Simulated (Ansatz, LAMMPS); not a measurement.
# Amorphous HfO2 at 7.99 g/cm^3 (78 atoms): geometry optimisation

How does amorphous HfO2 at 7.99 g/cm^3 (78 atoms) relax, and what do bonds, charges and levels look like afterwards?

Method: Kohn-Sham DFT, PBE, PAW (set soft_2), plane waves, in Ansatz 0.2.0.

This is a report of a sequence of runs, with most program output left out.

## 1. The structure

The cell holds 78 atoms: 26 Hf and 52 O. Its edges and angles: a = 10.438 Å, b = 10.438 Å, c = 10.438 Å, α = 90.0°, β = 90.0°, γ = 90.0°. 78 atoms (26 Zr, 52 O) placed at random at 4.68 g/cm³, melted at 5000 K for 10 ps at fixed volume with the Morse and Coulomb pair potential with partial charges (Pedone, Malavasi, Menziani, Cormack and Segre, J. Phys. Chem. B 110, 11780 (2006)). Quenched from 5000 K to 300 K at 50 K/ps and fixed volume, held 5 ps, then minimised at fixed cell. Then Zr was replaced by Hf (the potential has no terms for the new elements, so the cell is a start for a DFT relaxation). The density is one point of a scan and needn't be that of the real material.

Limits known from the start: The quench rate of 50 K/ps is many orders above laboratory rates, so the cell is likely richer in defects and strain than a real sample. The starting topology of bonds comes from the classical model. Only the Γ point is sampled in the main run, in a cell whose shortest periodic width is 10 Å. No spin–orbit coupling is included, so levels derived from the heavy atoms are approximate.

## 2. The classical run that made the cell

A classical potential supplies the starting structure, since it reaches far longer times than DFT.

This step: classical MD, Morse and Coulomb pair potential with partial charges (Pedone, Malavasi, Menziani, Cormack and Segre, J. Phys. Chem. B 110, 11780 (2006)) (LAMMPS 22 Jul 2025 - Update 4).

in.lmp reads:

```
# melt-quench of Zr26O52
units metal
atom_style charge
boundary p p p
region box block 0 10.4384 0 10.4384 0 10.4384
create_box 2 box
mass 1 91.2240   # Zr
mass 2 15.9990   # O
create_atoms 1 random 26 33978 NULL overlap 1.5 maxtry 2000
create_atoms 2 random 52 33985 NULL overlap 1.5 maxtry 2000
pair_style hybrid/overlay pedone 5.5 coul/long 8.0
pair_coeff * * coul/long
pair_coeff 1 2 pedone 0.206237 2.479675 2.436997 1   # Zr-O
pair_coeff 2 2 pedone 0.042395 1.379316 3.618701 22   # O-O
set type 1 charge 2.4
set type 2 charge -1.2
kspace_style pppm 1.0e-4
neigh_modify delay 0 every 1 check yes
thermo_style custom step time temp pe press density
thermo_modify norm yes
timestep 0.002
thermo 100
min_style cg
minimize 1e-4 1e-4 200 2000
reset_timestep 0
velocity all create 5000 33979 mom yes dist gaussian
fix lim all nve/limit 0.05
fix lan all langevin 5000 5000 0.2 33980 zero yes
thermo 500
run 1000 post no
unfix lim
unfix lan
thermo 833
fix md all nvt temp 5000 5000 0.2
run 5000 post no
unfix md
thermo 4700
fix md all nvt temp 5000 300 0.2
run 47000 post no
unfix md
thermo 1250
fix md all nvt temp 300 300 0.2
run 2500 post no
unfix md
thermo 100
min_style cg
minimize 0 1e-3 2000 20000
write_dump all custom glass.dump id type xs ys zs modify sort id
```

Command:

```sh
lmp -in in.lmp -log none -nocite
```

Run time: 62 s. Hardware: 1 thread of Intel Xeon at 2.80GHz (Skylake/Cascade Lake), shared host; peak memory 0.63 GiB.

## 3. Single point at the start

The forces at the start show how far the geometry lies from a minimum of this functional.

input.yaml reads:

```yaml
crystal:
  lattice:
    - [10.4384, 0.0, 0.0]
    - [0.0, 10.4384, 0.0]
    - [0.0, 0.0, 10.4384]
  atoms:
    - { symbol: Hf, position: [0.48191, 0.5395, 0.50336] }
    - { symbol: Hf, position: [0.59368, 0.3043, 0.70211] }
    - { symbol: Hf, position: [0.95724, 0.165, 0.08939] }
    - { symbol: Hf, position: [0.49193, 0.59018, 0.82167] }
    - { symbol: Hf, position: [0.32705, 0.92994, 0.66002] }
    - { symbol: Hf, position: [0.67396, 0.36863, 0.30845] }
    - { symbol: Hf, position: [0.19076, 0.02336, 0.35017] }
    - { symbol: Hf, position: [0.58363, 0.15731, 0.0737] }
[... 66 atom lines left out ...]
    - { symbol: O, position: [0.28717, 0.92887, 0.20353] }
    - { symbol: O, position: [0.63545, 0.75548, 0.24098] }
    - { symbol: O, position: [0.43771, 0.45242, 0.68281] }
    - { symbol: O, position: [0.92774, 0.04973, 0.50252] }
kpoints:
  mp_grid: { grid: [1, 1, 1] }
hamiltonian:
  xc: pbe
scf:
  occupations: { method: fermi_dirac, width: 0.025 }
output:
  forces: true
```

Command:

```sh
ansatz run input.yaml --threads 4 --pin off --max-ram 8192MiB --backend cpu --events-out ev --progress --plain --runs-dir out
```

Run time: 20 s. Hardware: 4 threads of AMD EPYC 7B13 (Zen 3), shared host; peak memory 1.9 GiB; 73 s of CPU time.

The run gave:

```
free energy            : -438384.2489 eV
free energy per atom   : -5620.3109 eV/atom
SCF cycles             : 11
r.m.s. force component : 0.5617 eV/Å
longest force          : 3.002 eV/Å
Fermi energy           : 11.98 eV
```

The r.m.s. force component of 0.56 eV/Å sets the starting point.

Neighbours are counted within 2.82 Å (O-Hf).

Length of the force by element and coordination:

```
element  coordination  atoms  mean length of the force (eV/Å)  spread  least  most
     Hf           all     26                             1.28   0.658  0.480  3.00
     Hf             5      5                             1.41   0.732  0.549  2.55
     Hf             6     16                             1.30   0.631  0.533  3.00
     Hf             7      5                             1.12   0.632  0.480  2.10
      O           all     52                            0.529   0.315  0.118  1.28
      O             2      9                            0.858   0.299  0.407  1.28
      O             3     34                            0.440   0.237  0.118  1.25
      O             4      9                            0.539   0.365  0.142  1.21
```

## 4. Relaxation

With the cell held, the atoms are moved downhill towards a nearby minimum.

Edit input.yaml of step 3 so:

```diff
@@ -15 +15,4 @@
   forces: true
+relax:
+  f_tol: 0.04
+  max_steps: 250
```

The job ended after 2.2 min (4 threads; peak memory 1.9 GiB; 8.3 min of CPU time).

Step by step:

```
step  energy less that of the first step (eV)  largest force component (eV/Å)
   1                                   0.0000                          2.2855
   2                                  -1.4558                          1.1894
   3                                  -2.1663                          0.6797
   4                                  -2.6526                          0.2585
   5                                  -2.7978                          0.1618
   6                                  -2.8742                          0.1360
   7                                  -2.8826                          0.2869
   8                                  -2.9413                          0.1393
   9                                  -2.9397                          0.1179
  10                                  -2.9563                          0.0336
```

Relaxation step 9 was tried and not accepted.

The atoms that moved most (Å):

```
atom      dx      dy      dz  length
 O64  -0.075  -0.335   0.380   0.513
 O27   0.249   0.366  -0.058   0.447
 O38   0.335  -0.259  -0.124   0.442
Hf26   0.133   0.364   0.182   0.428
 O61   0.122  -0.393   0.065   0.416
Hf16  -0.255   0.252   0.074   0.366
 O47  -0.226  -0.247  -0.108   0.352
 O35   0.075   0.291   0.103   0.317
```

The relaxation changed the energy by -37.9 meV/atom, and atoms moved by 0.21 Å r.m.s., 0.51 Å at most.

## 5. Distances and neighbours after relaxation

Bonds before and after, by the cutoffs listed below:

```
pair  bonds before  bonds after  mean before (Å)  mean after (Å)  spread before (Å)  spread after (Å)
O-Hf           156          154            2.172           2.158              0.124             0.147
```

Density 7.99 g/cm³, 14.58 Å³ an atom.

g(r), total and by pair (bins of 0.1 Å):

```
r (Å)  total   O-O  O-Hf  Hf-Hf
 1.75   0.00  0.00  0.00   0.00
 1.85   0.17  0.00  0.38   0.00
 1.95   0.93  0.00  2.09   0.00
 2.05   2.83  0.00  6.37   0.00
 2.15   3.35  0.00  7.55   0.00
 2.25   1.83  0.00  4.12   0.00
 2.35   0.54  0.00  1.22   0.00
 2.45   0.10  0.11  0.11   0.00
 2.55   0.64  1.34  0.10   0.00
 2.65   0.72  1.33  0.29   0.00
 2.75   1.06  2.30  0.09   0.00
 2.85   1.14  2.47  0.08   0.00
 2.95   1.37  2.85  0.23   0.00
 3.05   1.25  2.44  0.36   0.00
 3.15   1.17  2.50  0.07   0.27
 3.25   0.93  1.40  0.32   1.51
 3.35   0.90  1.02  0.36   2.61
 3.45   0.88  0.56  0.51   3.63
 3.55   0.68  0.59  0.64   1.27
 3.65   0.74  0.76  0.45   1.80
 3.75   1.03  0.62  1.04   2.67
 3.85   1.11  0.68  0.86   3.80
 3.95   0.95  0.51  1.07   2.23
 4.05   1.14  1.18  1.11   1.14
 4.15   1.25  1.09  1.44   1.09
 4.25   1.05  0.78  1.26   1.34
 4.35   0.83  0.78  0.99   0.43
 4.45   0.98  0.57  1.49   0.54
 4.55   0.85  0.32  1.42   0.65
 4.65   0.93  0.53  1.54   0.12
 4.75   1.21  0.98  1.63   0.47
 4.85   1.10  0.85  1.54   0.34
 4.95   1.06  0.82  1.39   0.66
 5.05   0.93  0.97  0.97   0.63
 5.15   1.02  1.26  0.93   0.40
```

Bonds by pair of elements; cutoffs follow the first minimum of g(r), held within bounds set by covalent radii, and pairs that aren't listed don't count as bonded:

```
pair A-B  cutoff (Å)  bonds  mean length (Å)  spread (Å)  shortest (Å)  B about A  A about B
    O-Hf        2.82    154             2.16       0.147          1.89       2.96       5.92
```

How many atoms have how many bonded neighbours:

```
element  mean  2   3  4  5   6  7
     Hf  5.92  0   0  0  7  14  5
      O  2.96  9  36  7  0   0  0
```

Bond angles (no mean is given where the spread exceeds 20°):

```
  angle  count  mean (°)  spread (°)
 O-Hf-O    385         -           -
Hf-O-Hf    159       117          18
```

Bond length by coordination (bonds to H left out):

```
element  coordination  atoms  mean bond length (Å)
     Hf             5      7                  2.09
     Hf             6     14                  2.16
     Hf             7      5                  2.23
      O             2      9                  1.99
      O             3     36                  2.15
      O             4      7                  2.28
```

For some of the pairs, g(r) has its first main peak near 2.1 Å (O-Hf). Counting bonds as in the table, 54 % of Hf atoms have 6 and 69 % of O atoms have 3 bonded neighbours. Bonds at O atoms with 2 neighbours average 1.99 Å, against 2.28 Å at those with 4.

## 6. Single point at the relaxed geometry

One more single point at the end of the walk gives the fuller output and checks the residual forces.

input.yaml reads:

```yaml
crystal:
  lattice:
    - [10.4384, 0.0, 0.0]
    - [0.0, 10.4384, 0.0]
    - [0.0, 0.0, 10.4384]
  atoms:
    - { symbol: Hf, position: [0.48522, 0.5326, 0.50171] }
    - { symbol: Hf, position: [0.60234, 0.30069, 0.69763] }
    - { symbol: Hf, position: [0.96096, 0.18525, 0.09897] }
    - { symbol: Hf, position: [0.49971, 0.57051, 0.82958] }
    - { symbol: Hf, position: [0.32593, 0.92683, 0.66361] }
    - { symbol: Hf, position: [0.67063, 0.36301, 0.29336] }
    - { symbol: Hf, position: [0.18983, 0.02482, 0.35489] }
    - { symbol: Hf, position: [0.59461, 0.14904, 0.05547] }
[... 66 atom lines left out ...]
    - { symbol: O, position: [0.29344, 0.94596, 0.21163] }
    - { symbol: O, position: [0.62556, 0.75773, 0.23449] }
    - { symbol: O, position: [0.44121, 0.4346, 0.68802] }
    - { symbol: O, position: [0.91959, 0.05097, 0.50884] }
kpoints:
  mp_grid: { grid: [1, 1, 1] }
hamiltonian:
  xc: pbe
scf:
  occupations: { method: fermi_dirac, width: 0.025 }
output:
  forces: true
  stress: true
  populations: true
  dos:
    method: { smearing: { sigma: 0.08 } }
    de: 0.05
    projected: { site_lists: { Hf: [Hf], O: [O] } }
  eigenvalues: true
  write_density: true
  write_potential: true
  volumetric_format: npy
```

Run time: 30 s. Hardware: 4 threads; peak memory 2 GiB.

The program notes that the exchange-correlation potential is rough where the density is thin.

The run gave:

- free energy: -438387.2052 eV
- free energy per atom: -5620.3488 eV/atom
- SCF cycles: 11
- pressure: -7.059 GPa
- r.m.s. force component: 0.01056 eV/Å
- longest force: 0.03803 eV/Å
- Fermi energy: 11.84 eV
- gap (highest filled to lowest empty level): 3.943 eV
- spilling of the projection: 0.00273

Löwdin charges by element and coordination (they lack the spilled electrons, 0.035 e an atom on average):

```
element  coordination  atoms  mean charge (e)  spread   least    most
     Hf           all     26             1.47  0.0339    1.39    1.53
     Hf             5      7             1.49  0.0134    1.48    1.52
     Hf             6     14             1.46  0.0408    1.39    1.53
     Hf             7      5             1.47  0.0127    1.45    1.48
      O           all     52           -0.684  0.0358  -0.756  -0.578
      O             2      9           -0.652  0.0505  -0.756  -0.578
      O             3     36           -0.688  0.0289  -0.740  -0.627
      O             4      7           -0.702  0.0159  -0.729  -0.685
```

Density of states as counts of states in windows of 1 eV (from the Fermi level), total and the larger projections:

```
from (eV)  to (eV)  total   O p  Hf d
      -10       -7    0.0   0.0   0.0
       -7       -6   29.0  20.3   6.2
       -6       -5   67.5  48.6  15.4
       -5       -4   68.5  53.8  11.4
       -4       -3   75.8  65.4   7.5
       -3       -2   68.3  63.0   3.7
       -2       -1    2.8   2.7   0.1
       -1        1    0.0   0.0   0.0
        1        2    1.4   0.1   0.8
        2        3   37.4   3.5  30.3
        3        4   63.3   7.8  49.1
        4        5   58.5   9.2  40.4
```

Between -26 and -10 eV lie 468 more states.

About 208 of the 988 electrons lie in deeper levels, below the stored range.

The levels nearest the highest filled one (over half full), pooled over k-points and spins:

```
level less the highest filled one (eV)  occupation
                                -0.218           2
                                 -0.21           2
                                -0.142           2
                                -0.116           2
                               -0.0127           2
                                     0           2
                                  3.94           0
                                  4.10           0
                                  4.19           0
                                  4.27           0
                                  4.35           0
                                  4.46           0
```

Valence density in the bc plane at fractional x = 0.780, with atoms of Hf and O within 0.2 Å of it. It is the smooth field of the valence electrons, not physical close to the nuclei.

Ten steps, logarithmic in the rise over the least value, from '_' (0 e/Å³) to '@' (25 e/Å³), each cell a mean:
```
__________________....==##@@@@**--____________....::::..__
____________________..::==****==::::..________..--====--..
________________________..::::::--==--::______..--++++--..
____________________________..::==++++::..____..::----::..
______________________________::--====::..______..........
....__________________________..::::::..______________..::
::..______________..::--::..__..--++++--......::::::....::
..______________..::==**++--..--##@@%%**--::--++**==::....
______......____..--++##**==::==##@@@@##--::==**##++::..__
______............::==++==--..::++####++::..--++++--..____
______................::....__..::----::____..::::..______
____________....______________..::--::..__________________
__________..::::..__________..::==++==::__________________
..........--++++--..________..::++++==::..______....______
++++==::::==****++::__________..------::::..............--
##%%**--::--++++==::..__________..::==****++::........::++
####**--....::::::......__........--##@@@@##==....____..==
====--::..__________......::----::--##@@@@##--..________::
..::----::..__________..::==****==::==****==::____________
..==****++::____________::++****==::....::::....__________
..==**##++::____________..--====::..__..::----::..________
..::====--..____________..::--::..____..::====--..________
__........__________..::++****==..____..::--==--..________
________________......==%%@@@@##--______..::::....________
```
Columns run along b (10.4 Å), rows up along c (10.4 Å). Atoms in or near the plane, at fractional coordinates: Hf at (0.61, 0.65), Hf at (0.47, 0.99), Hf at (0.68, 0.28), O at (0.39, 0.64), O at (0.82, 0.64), O at (0.50, 0.19), O at (0.10, 0.15), O at (0.23, 0.38).

Electrostatic potential energy in the bc plane at fractional x = 0.780, with atoms of Hf and O within 0.2 Å of it. With pseudopotentials it is smooth inside the atoms' cores, unlike the true potential.

Ten even steps from '0' (-30 eV) to '9' (16 eV), each cell a mean:
```
99999999998400015899999998999
99999999998631247899999974489
99999999999876777579999962279
99999999999999984138999986689
78999999999999996469999999887
67899999999999998778999999876
67899999999899874235789888876
78899999984127850001586115877
88999988871005740000474002888
99999887885248862002687336999
99999887889999986556899999999
99999988899999998788999999999
88999988999999984259999999999
66789733799999983148999999987
22368400388899998676678999975
00158622687789998731136899862
00258988877788998500004899863
44578999877788677500004799876
87678999888884004741136899988
96104999999983004877778999999
95002899999997458999877899999
98547999999876678999843799999
99999999998631147899965899999
99999999998400015899998999999
```
Columns run along b (10.4 Å; values clipped at the 3rd and 97th percentile), rows up along c (10.4 Å). Atoms in or near the plane, at fractional coordinates: Hf at (0.61, 0.65), Hf at (0.47, 0.99), Hf at (0.68, 0.28), O at (0.39, 0.64), O at (0.82, 0.64), O at (0.50, 0.19), O at (0.10, 0.15), O at (0.23, 0.38).

Mean Löwdin charges: Hf +1.47, O -0.68 e. The largest share in the top eV of filled states is O p (93 % of the projected weight), and in the lowest eV of empty states Hf d (82 % of the projected weight).

Local excerpt of 11 atoms (numbers count through the whole input) about O47, which has 2 bonded neighbours where the commonest count for O is 3; x, y, z are measured from there.

```
atom      x      y      z  distance (Å)  bonds  Löwdin charge (e)
 O47   0.00   0.00   0.00          0.00      2              -0.76
Hf12  -0.31   0.12  -2.04          2.06      6               1.51
Hf18  -0.58  -1.36   1.59          2.16      6               1.47
 O66  -2.04  -1.85   0.13          2.76      3              -0.63
 O30  -0.41  -2.14  -2.08          3.01      3              -0.70
Hf26   1.34   2.50   1.07          3.03      5               1.52
 O28  -2.39  -0.02   1.88          3.05      4              -0.68
 O52   0.11   1.65   2.57          3.06      3              -0.74
 O65  -2.38   0.22  -1.92          3.07      3              -0.67
 O48  -0.40   2.33  -2.07          3.15      3              -0.69
 O39  -0.87   3.01   0.58          3.18      3              -0.68
```

The column of bonds counts only the pairs O-Hf within 2.82 Å; other neighbours, such as metal atoms beside each other in a compound, aren't counted, and periodic images can show an atom twice.

## 7. K-mesh 2×2×2

Large cells are often run on few k-points; this run checks whether the reference had enough.

Edit input.yaml of step 6 so:

```diff
@@ -8,3 +8,3 @@
 kpoints:
-  mp_grid: { grid: [1, 1, 1] }
+  mp_grid: { grid: [2, 2, 2] }
 hamiltonian:
@@ -22,4 +22 @@
   eigenvalues: true
-  write_density: true
-  write_potential: true
-  volumetric_format: npy
```

It took 4.5 min on 4 threads; peak memory 6.2 GiB; 17 min of CPU time.

The program notes that it cut back its work space to fit the memory limit.

Geometry and reference: those of the single point at the relaxed geometry.

Forces differ from those of the single point at the relaxed geometry by 17 meV/Å r.m.s.; the energy by -1.8 meV/atom and the gap by -0.022 eV. It took 4.5 min and 11 cycles; the reference's time can't be set against it, since the two runs asked for unlike analyses.

(Continued in part 2 of 2.)

[Logs are printed without paths, hosts, clocks, repeated set-up lines and the standing remarks that a program may print on its own settings, such as how far it seeks lower states.]

[Hosts, paths, dates, database ids (printed as entryN), source tags and the programs' standing remarks are cut or masked in the printed files.]
